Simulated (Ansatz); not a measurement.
## CaC2 (R-3m): following an unstable mode

Wanted: the energy along a soft mode of CaC2 (R-3m) and the structure at the end.

Calculated with Ansatz 0.2.0; DFT r2SCAN, scalar-relativistic, plane waves, PAW.

### Step 1. The starting structure

Symmetry: R-3m, No. 166, trigonal system. The conventional cell has a = 3.862 Å, b = 3.862 Å, c = 11.783 Å, α = 90.00°, β = 90.00°, γ = 120.00°. Nearest to Ca lie 6 C at 2.60 Å. Nearest to C lie 1 C at 1.25 Å and 3 Ca at 2.60 Å. Farther neighbours are not listed.

As a file:

```cif
data_structure
_symmetry_space_group_name_H-M 'R-3m:H'
_symmetry_Int_Tables_number 166
_cell_length_a 3.8620
_cell_length_b 3.8620
_cell_length_c 11.7833
_cell_angle_alpha 90.000
_cell_angle_beta 90.000
_cell_angle_gamma 120.000
_cell_volume 152.20
loop_
_atom_site_label
_atom_site_type_symbol
_atom_site_symmetry_multiplicity
_atom_site_Wyckoff_symbol
_atom_site_fract_x
_atom_site_fract_y
_atom_site_fract_z
_atom_site_occupancy
Ca1 Ca 3 a 0.00000 0.00000 0.00000 1
C1 C 6 c 0.66667 0.33333 0.88619 1
```

### Step 2. Phonons on a q mesh

The cell comes from relaxations at this level that are not shown. Stability and thermal properties need the whole zone. Linear response on a 3×3×3 q mesh gives force constants as far as a supercell of that size would, and the tensors from the zone-centre run are typed in so that the long-range dipole term is interpolated apart.

The input, input.yaml:

```yaml
crystal:
  lattice:
    - [1.93100359, 1.1148654425, 3.9277786955]
    - [-1.93100359, 1.1148654425, 3.9277786955]
    - [0.0, -2.229730885, 3.9277786955]
  atoms:
    - { symbol: Ca, position: [0.0, 0.0, 0.0] }
    - { symbol: C, position: [0.552852901, 0.552852901, 0.552852901] }
    - { symbol: C, position: [0.447147099, 0.447147099, 0.447147099] }
kpoints:
  mp_grid: { grid: [6, 6, 6] }
hamiltonian:
  xc: r2scan
scf:
  occupations: { method: fixed }
output:
  eigenvalues: true
phonons:
  method: dfpt
  qmesh: [3, 3, 3]
  temperatures: { t_max: 1000, t_step: 50 }
  qpath:
    path:
      - [[0.0, 0.0, 0.0], [0.5, 0.5, 0.5], [0.77962278, 0.22037722, 0.5]]
      - [[0.5, -0.22037722, 0.22037722], [0.5, 0.0, 0.0], [0.0, 0.0, 0.0], [0.36018861, -0.36018861, 0.0]]
      - [[0.63981139, 0.0, 0.36018861], [0.5, 0.0, 0.5], [0.0, 0.0, 0.0]]
    npoints: 10
  non_analytic_term:
    high_frequency_dielectric_tensor: [[3.2014, 0.0, 0.0], [0.0, 3.2014, 0.0], [0.0, 0.0, 4.2922]]
    born_effective_charges:
      - { species: Ca, tensor: [[2.3046, 0.0, 0.0], [0.0, 2.3046, 0.0], [0.0, 0.0, 2.4701]] }
      - { species: C, tensor: [[-1.1523, 0.0, 0.0], [0.0, -1.1523, 0.0], [0.0, 0.0, -1.2351]] }
      - { species: C, tensor: [[-1.1523, 0.0, 0.0], [0.0, -1.1523, 0.0], [0.0, 0.0, -1.2351]] }
    source: "zone-centre run at this cell"
```

The run is started by

```sh
$ ansatz run input.yaml --threads 4 --pin off --max-ram 7168MiB --backend cpu --events-out ev --progress --plain --runs-dir out
```

Numbers of over 12 decimals in the logs are rounded to 6 here.

What it wrote:

```text
Warning: phonons: the dynamical matrix that this run interpolates holds no multipole term above the dipole-dipole one, and a site of this crystal is no centre of inversion, so its interpolated transverse optical and acoustic branches and sound speeds can stay off near Gamma, and the density of states and the thermodynamics with them. What a run solves at a wave vector of phonons.qpoints, Gamma apart, where the deck admits one, is free of this, and under fd what a larger phonons.supercell samples
Engine: ansatz 0.2.0, aarch64-unknown-linux-gnu
Pseudopotentials: kind: paw
Pseudopotential: Ca, paw, valence charge 10, recommended cutoff 500 eV (meta_gga), Ca.paw.azcp
Pseudopotential: C, paw, valence charge 4, recommended cutoff 500 eV (meta_gga), C.paw.azcp
Functional definition: r2SCAN
  parameter k0 = 0.174
  parameter k1 = 0.065
  parameter a1 = 4.9479
  exchange = r2scan_x(k0 = k0, k1 = k1, a1 = a1)
  correlation = r2scan_c
Crystal: 3 atoms, lattice volume = 50.735 Å³
Basis set: ecut = 500 eV, 1275 PW (Γ), exchange–correlation on 216×216×216 points (216 copies of the dense FFT grid, shifted against one another)
Bands: 13, of which v1, the nominal top of the filled ones, is band 9 counted from 1 (8 counted from 0)
Symmetry: 12 space group operations
k-points: 68 of 216 (irreducible under 2 space group operations, time reversal used)
Non-local potential: Ca, projectors of the file, l = 0: 3, l = 1: 2, l = 2: 2
Non-local potential: C, projectors of the file, l = 0: 2, l = 1: 2, l = 2: 1
PAW form: soft (Blöchl's): semilocal exchange-correlation on the pseudo side does not see the compensation charge
PAW frozen core: Ca, regenerated for the run's functional (the file was generated under x = pbe(κ = 0.804, μ = 0.219515), c = pbe(β = 0.066725))
PAW frozen core: C, regenerated for the run's functional (the file was generated under x = pbe(κ = 0.804, μ = 0.219515), c = pbe(β = 0.066725))
PAW one-centre angular grid: Ca, 302 points (default); XC on 160 Gauss nodes
PAW one-centre angular grid: C, 302 points (default); XC on 239 of its mesh's 2573 points in the sphere
Initial density: superposition of atomic densities (neutral atoms: chi_scale 0, normalization atom), corrected by the library's trained network
Initial wavefunctions: pseudopotential atomic-orbital guess
Functional: x = r2scan, c = r2scan; τ floored in thin density (d = 2e-4 eV/Å³)
SCF iter   1: F=—  HF=-2325.260380 eV  |F-HF|=—  |Δ(HF+E_count)|=         —  Δρ=6.11e-3  dr2=1.63e-2  dr2_τ=3.28e-1  ethr=1.77e-3  ⟨swp⟩=4.1  Hψ=4753  notcnv=0  defer=35
preconditioner: auto → none  [insulator: Δε(μ)=3.093 eV  Ē_g=16.019 eV  n_scr=14 (ndim 8)  ℏωp=20.9 eV  f_vac=0.000  ε∞_Penn≈2.7]
SCF iter   2: F=—  HF=-2325.285524 eV  |F-HF|=—  |Δ(HF+E_count)|=   2.51e-2  Δρ=3.36e-3  dr2=3.03e-3  dr2_τ=2.33e-4  ethr=9.07e-5  ⟨swp⟩=2.9  Hψ=2200  notcnv=0  defer=134
SCF iter   3: F=—  HF=-2325.283489 eV  |F-HF|=—  |Δ(HF+E_count)|=   2.03e-3  Δρ=1.02e-3  dr2=4.19e-4  dr2_τ=9.91e-5  ethr=1.69e-5  ⟨swp⟩=2.0  Hψ=1307  notcnv=0  defer=135
SCF iter   4: F=—  HF=-2325.283257 eV  |F-HF|=—  |Δ(HF+E_count)|=   2.32e-4  Δρ=2.85e-4  dr2=1.53e-5  dr2_τ=4.10e-6  ethr=2.33e-6  ⟨swp⟩=2.5  Hψ=1417  notcnv=0  defer=136
SCF iter   5: F=—  HF=-2325.283251 eV  |F-HF|=—  |Δ(HF+E_count)|=   6.15e-6  Δρ=4.97e-5  dr2=4.16e-7  dr2_τ=8.37e-8  ethr=8.50e-8  ⟨swp⟩=2.1  Hψ=1477  notcnv=0  defer=37
SCF iter   6: F=—  HF=-2325.283253 eV  |F-HF|=—  |Δ(HF+E_count)|=   1.63e-6  Δρ=9.95e-6  dr2=1.47e-8  dr2_τ=4.66e-9  ethr=2.31e-9  ⟨swp⟩=3.0  Hψ=1516  notcnv=0  defer=24
SCF iter   7: F=—  HF=-2325.283253 eV  |F-HF|=—  |Δ(HF+E_count)|=   1.63e-8  Δρ=1.78e-6  dr2=9.83e-10  dr2_τ=7.97e-11  ethr=8.15e-11  ⟨swp⟩=2.4  Hψ=1445  notcnv=0  defer=24
SCF iter   8: F=—  HF=-2325.283253 eV  |F-HF|=—  |Δ(HF+E_count)|=  6.10e-10  Δρ=2.39e-7  dr2=1.34e-11  dr2_τ=7.92e-13  ethr=5.46e-12  ⟨swp⟩=2.0  Hψ=1156  notcnv=0  defer=24
SCF iter   9: F=-2325.283253 eV  HF=-2325.283253 eV  |F-HF|=4.55e-13  |Δ(HF+E_count)|=  4.55e-13  Δρ=4.61e-8  dr2=7.00e-13  dr2_τ=4.10e-14  ethr=1.00e-12  ⟨swp⟩=8.5  Hψ=5702  notcnv=0
SCF 1 converged in 9 iterations: F = -2325.283253 eV  dr2 = 7.00e-13
  greatest PAW one-centre occupation: 0.995 electrons in one spin orbital (limit 2), on the Ca atom at site 0 (counted from 0), in its partial waves of l = 0
DFPT response loops at Γ: preconditioner auto → none (the input reference at scf.mixing.eps_inf says where Resta's filter doesn't serve); β = 0.50; Broyden in place of MSR1
NSCF: frozen V_eff on 32 k-points
NSCF: frozen V_eff on 252 k-points
DFPT response loops at q = (0, 0, 0.333333) (fractional): mixed as the last ones told, above
NSCF: frozen V_eff on 432 k-points
DFPT response loops at q = (0, 0.333333, 0.333333) (fractional): mixed as the last ones told, above
NSCF: frozen V_eff on 432 k-points
DFPT response loops at q = (0, 0.333333, -0.333333) (fractional): mixed as the last ones told, above
NSCF: frozen V_eff on 252 k-points
DFPT response loops at q = (0.333333, 0.333333, 0.333333) (fractional): preconditioner auto → Resta (q_TF=auto, 2.296 Å⁻¹)  ε∞=4.4 (no band partly filled); β = 1.00, the filter's whole step (`scf.mixing.beta` (0.50) is not read by the response loops at its default; to damp them type it under 1.00, their step now; it binds the ground state too); Broyden in place of MSR1
NSCF: frozen V_eff on 252 k-points
DFPT response loops at q = (0.333333, 0.333333, -0.333333) (fractional): mixed as the last ones told, above
SCF converged after 9 iterations
Free energy (F): -2325.283253 eV
Harris-Foulkes:  -2325.283253 eV  (|F-HF|=4.55e-13)
Internal energy: -2325.283253 eV  (E = F + TS)
E sigma→0 (E₀):  -2325.283253 eV
Fermi energy:    4.117642 eV
--- Per-component energies (eV) ---
  E_band       = -175.352009
  E_kinetic    = 450.638226
  E_local      = -1002.411560  (includes V_loc(G=0)·N_el)
  E_nonlocal   = 118.699798
  E_hartree    = 317.378973
  E_xc         = -229.822585
  E_vxc        = -322.347710  (∫ρ·V_xc dr)
  E_paw        = -1064.700672  (= ΣΔE_a)
  E_vpaw       = -73.552391  (= ΣTr[D̂ρ^β])
  E_aug_tail   = 0.000003  (compensation charges beyond the density's cutoff)
  E_vtau       = 18.863676  (kinetic-family band-sum trace: ∫τ·v_τ [+ j·A + Jᵃ·Aᵃ] dr)
  E_ewald      = -914.795223
  E_core_change = -0.270213  (= ΣΔE_core)
  E_smearing   = -0.000000  (= −TS)
  E_closure    = 0.000000  (closes the sum)
  Σ components = -2325.283253   (vs F -2325.283253, Δ=0.00e0)
--- Band table (eV; the first three rows and the last of 68) ---
  k-point 0: bands = [... 5 lower, 1.0105, 1.3263, 3.3648, 3.3648, 7.6939, 7.6939, 8.9987, 10.3188]
  k-point 1: bands = [... 5 lower, 0.6090, 1.5983, 3.0355, 3.1514, 7.9774, 8.0760, 9.5213, 10.3251]
  k-point 2: bands = [... 5 lower, 0.1428, 1.5305, 2.7824, 2.8285, 8.7028, 9.0403, 10.2158, 10.8149]
  k-point 67: bands = [... 5 lower, -1.2722, 2.6627, 2.6627, 4.1176, 10.4157, 10.5066, 10.7423, 10.7423]
--- Phonons (Γ-DFPT): 4 representative perturbations + reference, on 68 of 216 k-points (Σ response iterations 25) ---
  k mesh reduced under 2 symmetry operations, with k and −k counted as one. Each operation leaves every solved perturbation unchanged. A smaller set is not considered because the functional reads the kinetic-energy density
  ASR residual: 2.544e-4 → 0.000e0 eV/Å²; symmetrization residual: 2.979e-6 eV/Å²
  ASR residual per site (eV/Å²): 2.22e-5 2.54e-4 2.54e-4
  Γ frequencies (cm⁻¹): 0.00 0.00 0.00 227.62 241.83 241.83 268.22 268.22 1951.22
--- Phonons (arbitrary-q DFPT): 6 irreducible q on the 3×3×3 mesh ---
  q = [0.0000, 0.0000, 0.0000] (star 1, of the zone-centre solve; hermiticity 3.51e-8, symmetrization 2.37e-8): -0.00 -0.00 0.00 227.62 241.83 241.83 268.22 268.22 1951.22
  q = [0.0000, 0.0000, 0.3333] (star 6, 6 solved perturbations on 126 of 216 k-point pairs; hermiticity 7.22e-8, symmetrization 8.36e-13): -99.01 113.14 194.10 219.03 235.72 262.18 262.40 381.22 1952.34
  q = [0.0000, 0.3333, 0.3333] (star 6, 4 solved perturbations in 684 linear systems a pass and spin channel, the states on 216 of 216 k-point pairs; hermiticity 6.45e-8, symmetrization 2.95e-11): 82.80 95.94 179.46 181.37 242.97 277.84 287.51 335.29 1952.10
  q = [0.0000, 0.3333, -0.3333] (star 6, 4 solved perturbations in 660 linear systems a pass and spin channel, the states on 216 of 216 k-point pairs; hermiticity 1.32e-7, symmetrization 6.01e-11): -103.42 185.49 201.45 224.05 244.03 244.58 293.38 324.94 1952.52
  q = [0.3333, 0.3333, 0.3333] (star 2, 4 solved perturbations in 364 linear systems a pass and spin channel, the states on 126 of 216 k-point pairs; hermiticity 1.83e-8, symmetrization 1.68e-11): -108.30 -108.30 193.03 229.63 229.63 267.44 267.44 335.73 1952.39
  q = [0.3333, 0.3333, -0.3333] (star 6, 6 solved perturbations on 126 of 216 k-point pairs; hermiticity 3.88e-8, symmetrization 2.07e-12): 41.72 80.53 167.63 207.34 246.91 277.20 286.68 321.63 1952.50
  sum rule: each row above includes the acoustic sum rule's correction from the zone centre's row sums; it moved no ω² by more than (2.40 cm⁻¹)²
  mesh force constants: q→R imaginary residual 0.00e0; ASR residual 2.544e-4 → 0.000e0 eV/Å²; symmetrization residual 5.684e-14 eV/Å²
  interpolated dispersion: 74 rows × 9 modes
  density of states and harmonic sums: on the 21×21×21 q-mesh, interpolated from the force constants of a 3×3×3 supercell (with the dipole–dipole term of supplied tensors)
  largest difference from the sums on the solved wave vectors: F 2.47e-2 eV, S 3.66e-5 and C_V 1.26e-5 eV/K
  zero-point energy: 0.222882 eV/cell   skipped modes (ω ≤ 0): 773, of them read as no rigid motion or as one in doubt: 770 (8.420e-1 modes/cell left out, lowest -132.48 cm⁻¹)   left out of the sums: 9.36e-2 of the cell's modes: C_V's classical limit lies that fraction below 3 k_B per atom; for a crystal, a wire or a layer, F and S can be off by more, and a phonons.interpolated_qmesh denser along its periods is the remedy for the sampling
```

The job ended after 5.6 min (4 threads of Arm Neoverse V2, shared host; peak memory 3.4 GiB).

Numbers from this step:

```
gap on the k-mesh                                       : 3.100 eV
volume per atom                                         : 16.91 Å³
sum-rule residual before enforcement                    : 2.54e-4 eV/Å²
lowest frequency on the path                            : -133.0 cm⁻¹
point group                                             : -3m
highest frequency on the path or at a solved wavevector : 1953 cm⁻¹
highest optical mode at the zone centre (no LO-TO term) : 1951 cm⁻¹
lowest optical zone-centre mode                         : 227.6 cm⁻¹
lowest mode on the q mesh (acoustic modes at Γ apart)   : -108.3 cm⁻¹
```

Frequencies (cm⁻¹) solved at each irreducible wavevector; negative means imaginary. Frequencies by wavevector, by row:

```tsv
q in reciprocal lattice units	star	mode 1	mode 2	mode 3	mode 4	mode 5	mode 6	mode 7	mode 8	mode 9
0 0 0	1	0	0	0	227.6	241.8	241.8	268.2	268.2	1951
0 0 0.3333	6	-99	113.1	194.1	219	235.7	262.2	262.4	381.2	1952
0 0.3333 0.3333	6	82.8	95.9	179.5	181.4	243	277.8	287.5	335.3	1952
0 0.3333 -0.3333	6	-103.4	185.5	201.4	224.1	244	244.6	293.4	324.9	1952
0.3333 0.3333 0.3333	2	-108.3	-108.3	193	229.6	229.6	267.4	267.4	335.7	1952
0.3333 0.3333 -0.3333	6	41.7	80.5	167.6	207.3	246.9	277.2	286.7	321.6	1952
```

Interpolated from a 3×3×3 q mesh, with the LO-TO term (at Γ the limit along the path; where Γ stands inside the path, tables give the limit on arrival). The phonon branches at the labelled points (cm⁻¹):

```tsv
point	branch 1	branch 2	branch 3	branch 4	branch 5	branch 6	branch 7	branch 8	branch 9
Γ	0	0	0	242	242	268	268	379	1951
halfway	-83	-83	147	236	236	264	264	353	1952
T	-133	-133	223	223	252	273	273	302	1952
halfway	-82	26	187	224	228	279	291	308	1952
H2	-65	166	186	211	227	282	295	315	1952
jump to H0	-65	166	186	211	227	282	295	315	1952
halfway	-109	166	194	224	263	265	270	336	1953
L	-111	131	203	223	243	252	302	348	1953
halfway	-83	91	161	220	236	252	266	398	1952
Γ	0	0	0	231	242	242	268	420	1951
halfway	-106	127	196	216	229	249	278	384	1952
S0	-90	179	205	210	244	250	296	321	1952
jump to S2	-90	179	205	210	244	250	296	321	1952
halfway	36	155	160	207	246	273	300	311	1952
F	102	126	135	206	247	293	296	301	1952
halfway	58	78	150	204	243	266	280	363	1952
Γ	0	0	0	238	242	242	268	412	1951
```

The phonon branches as a text plot (rows in cm⁻¹; labels by their first letter):

```
   1909 |********************************************************
   1823 |
   1736 |
   1649 |
   1562 |
   1475 |
   1388 |
   1301 |
   1214 |
   1127 |
   1040 |
    953 |
    866 |
    780 |
    693 |
    606 |
    519 |
    432 |                          **********                 ***
    345 |**************************          *********  ******
    258 |********************************************************
    171 |   **    *******************       *****************
     84 | **         **          ******  *****       ***********
     -3 |**         * **              ****          *        ****
    -90 |  ***********  **************    **********
         Γ      T      H|H     L        Γ        S|S   F        Γ
```

Symmetry leaves 6 wavevectors to solve. The lowest mode among them, the acoustic zeros apart, lies at q = (0.333, 0.333, 0.333) and is imaginary, 108.3i cm⁻¹, so the energy falls along it. Between them the interpolated path dips to 133i cm⁻¹.

### Step 3. The mode frozen in, largest atomic shift 0 Å

The mode followed lies at q = (0, 0, 0.333) with frequency 99.0i cm⁻¹, one of the unstable modes though not the softest. At small amplitude the distorted cell has space group no. 12 by a symmetry search on the positions. The undistorted cell that holds it gives the zero of energy on the same k mesh.

System of this step: CaC2. The structure is trigonal, space group R-3m (No. 166). Conventional cell: a = 3.862 Å, b = 3.862 Å, c = 11.783 Å, α = 90.00°, β = 90.00°, γ = 120.00°. Ca has 6 C at 2.60 Å nearest. Nearest to C lie 1 C at 1.25 Å and 3 Ca at 2.60 Å. Farther neighbours are not listed.

The input, input.yaml:

```yaml
crystal:
  lattice:
    - [-3.86200718, 0.0, 0.0]
    - [-1.93100359, -1.1148654425, -3.9277786955]
    - [0.0, -8.9189235399, 3.9277786955]
  atoms:
    - { symbol: Ca, position: [0.6666666667, 0.6666666667, 0.6666666667] }
    - { symbol: Ca, position: [0.3333333333, 0.3333333333, 0.3333333333] }
    - { symbol: Ca, position: [0.0, 1.0, 0.0] }
    - { symbol: C, position: [0.4038038679, 0.1923922641, 0.850950967] }
    - { symbol: C, position: [0.0704705346, 0.8590589308, 0.5176176337] }
    - { symbol: C, position: [0.7371372013, 0.5257255975, 0.1842843003] }
    - { symbol: C, position: [0.2628627987, 0.4742744025, 0.8157156997] }
    - { symbol: C, position: [0.9295294654, 0.1409410692, 0.4823823663] }
    - { symbol: C, position: [0.5961961321, 0.8076077359, 0.149049033] }
kpoints:
  mp_grid: { grid: [6, 6, 2] }
hamiltonian:
  xc: r2scan
scf:
  occupations: { method: gaussian, width: 0.02 }
output:
  forces: true
  stress: true
  eigenvalues: true
```

What it wrote:

```text
[...]
Crystal: 9 atoms, lattice volume = 152.204 Å³
Basis set: ecut = 500 eV, 3863 PW (Γ), exchange–correlation on 120×144×288 points (64 copies of the dense FFT grid, shifted against one another)
Bands: 36, of which v1, the nominal top of the filled ones, is band 27 counted from 1 (26 counted from 0)
Symmetry: 12 space group operations
[...]
k-points: 26 of 72
[...]
k-point 0: bands = [... 23 lower, 2.8286, 2.8286, 3.3648, 3.3648, 7.6939, 7.6939, 8.7029, 8.7029, ... 4 higher]
  k-point 1: bands = [... 23 lower, 3.0355, 3.0355, 3.1514, 3.1514, 7.9774, 7.9774, 8.0760, 8.0760, ... 4 higher]
  k-point 2: bands = [... 23 lower, 2.9255, 2.9970, 3.1273, 3.2020, 8.0100, 8.1325, 8.2008, 8.8281, ... 4 higher]
  k-point 25: bands = [... 23 lower, 2.6682, 2.9901, 3.0072, 3.1723, 7.7621, 7.9338, 8.5260, 8.7755, ... 4 higher]
[key lines of the parts left out:]
SCF converged after 6 iterations
Free energy (F): -6975.849796 eV
Fermi energy:    5.667523 eV
P = ⅓ Tr σ = 0.0001 GPa (0.001 kbar)
```

Run time: 4.5 s. Hardware: 4 threads; peak memory 0.82 GiB.

Numbers from this step:

```
pressure                         : 6.43e-5 GPa
energy from the undistorted cell : 0 meV/atom
```

At this level the gap is 3.10 eV on the k-mesh of the self-consistent run, which can miss the band edges.

### Step 4. The mode frozen in, largest atomic shift 0.08 Å

The atoms are moved along the unstable eigenvector, the largest shift by 0.08 Å, with the cell fixed.

The input, input.yaml:

```yaml
crystal:
  lattice:
    - [-3.86200718, 0.0, 0.0]
    - [-1.93100359, -1.1148654425, -3.9277786955]
    - [0.0, -8.9189235399, 3.9277786955]
  atoms:
    - { symbol: Ca, position: [0.6736941141, 0.6526117717, 0.6687753003] }
    - { symbol: Ca, position: [0.3333333566, 0.3333332869, 0.3333333403] }
    - { symbol: Ca, position: [-0.0070274707, 1.0140549414, -0.0021086406] }
    - { symbol: C, position: [0.4077375201, 0.1845249598, 0.8429648504] }
    - { symbol: C, position: [0.0721599961, 0.8556800077, 0.5226565611] }
    - { symbol: C, position: [0.7315141489, 0.5369717023, 0.1872316723] }
    - { symbol: C, position: [0.2589293877, 0.4821412246, 0.8237018852] }
    - { symbol: C, position: [0.9351525104, 0.1296949792, 0.4794350374] }
    - { symbol: C, position: [0.5945067021, 0.8109865958, 0.1440100695] }
kpoints:
  mp_grid: { grid: [6, 6, 2] }
hamiltonian:
  xc: r2scan
scf:
  occupations: { method: gaussian, width: 0.02 }
output:
  forces: true
  stress: true
  eigenvalues: true
```

What it wrote:

```text
[...]
k-point 0: bands = [... 23 lower, 2.8096, 2.8850, 3.3876, 3.3885, 7.6898, 7.6972, 8.5462, 8.5802, ... 4 higher]
  k-point 1: bands = [... 23 lower, 3.0542, 3.0615, 3.1683, 3.1775, 7.9234, 7.9868, 8.0430, 8.0906, ... 4 higher]
  k-point 2: bands = [... 23 lower, 2.9162, 3.0218, 3.1536, 3.2248, 7.9742, 8.1283, 8.1995, 8.8017, ... 4 higher]
  k-point 25: bands = [... 23 lower, 2.6869, 2.9904, 3.0177, 3.1815, 7.7220, 7.9021, 8.5211, 8.7388, ... 4 higher]
[key lines of the parts left out:]
SCF converged after 7 iterations
Free energy (F): -6975.857641 eV
Fermi energy:    5.644154 eV
P = ⅓ Tr σ = -0.5333 GPa (-5.333 kbar)
```

It took 4.8 s on 4 threads; peak memory 0.82 GiB.

A gap read on the k-mesh alone can miss the band edges.

Numbers from this step:

```
pressure                         : -0.5333 GPa
gap on the k-mesh                : 3.079 eV
energy from the undistorted cell : -0.872 meV/atom
```

The energy, extrapolated to zero smearing, is -0.87 meV/atom against the undistorted cell.

(Part 1 of 2 ends here.)

[Logs are printed without paths, hosts, clocks, repeated set-up lines and the standing remarks that a program may print on its own settings, such as how far it seeks lower states.]

[Hosts, paths, dates, database ids (printed as entryN), source tags and the programs' standing remarks are cut or masked in the printed files.]
